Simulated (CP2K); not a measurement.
The C K edge of hydroxyacetaldehyde was computed by TDDFT (CP2K XAS_TDP, aug-cc-pVDZ, TDA) at these levels: PBE, PBEh(45%) and PBEh(45%) + GW2X. The first three lines of C2 (bonded to C, O and H) with a strength over 0.0015, energy in eV and strength:

```csv
run,first,second,third
1,288.41 (0.067),293.77 (0.014),294.26 (0.004)
2,269.67 (0.036),271.32 (0.004),271.88 (0.003)
3,281.40 (0.068),286.75 (0.015),287.25 (0.004)
```

Q: Which run is which?

Run 1: PBEh(45%) + GW2X (45 % exact exchange). Run 2: PBE (0 % exact exchange). Run 3: PBEh(45%) (45 % exact exchange). Self-interaction lifts the core level, so the uncorrected lines rise with the share of exact exchange. The GW2X run keeps the spacings of its parent: 5.36 eV between the first two lines in run 1, 5.35 eV in run 3. Its shift is +7.01 eV, since the Kohn–Sham level at this share of exchange lies that far above the quasiparticle level.

[Banner, clock and machine lines of the logs are left out without a mark of their own.]

[Logs are printed without paths, hosts, clocks, repeated set-up lines and the standing remarks that a program may print on its own settings, such as how far it seeks lower states.]

[Hosts, paths, dates, database ids (printed as entryN), source tags and the programs' standing remarks are cut or masked in the printed files.]
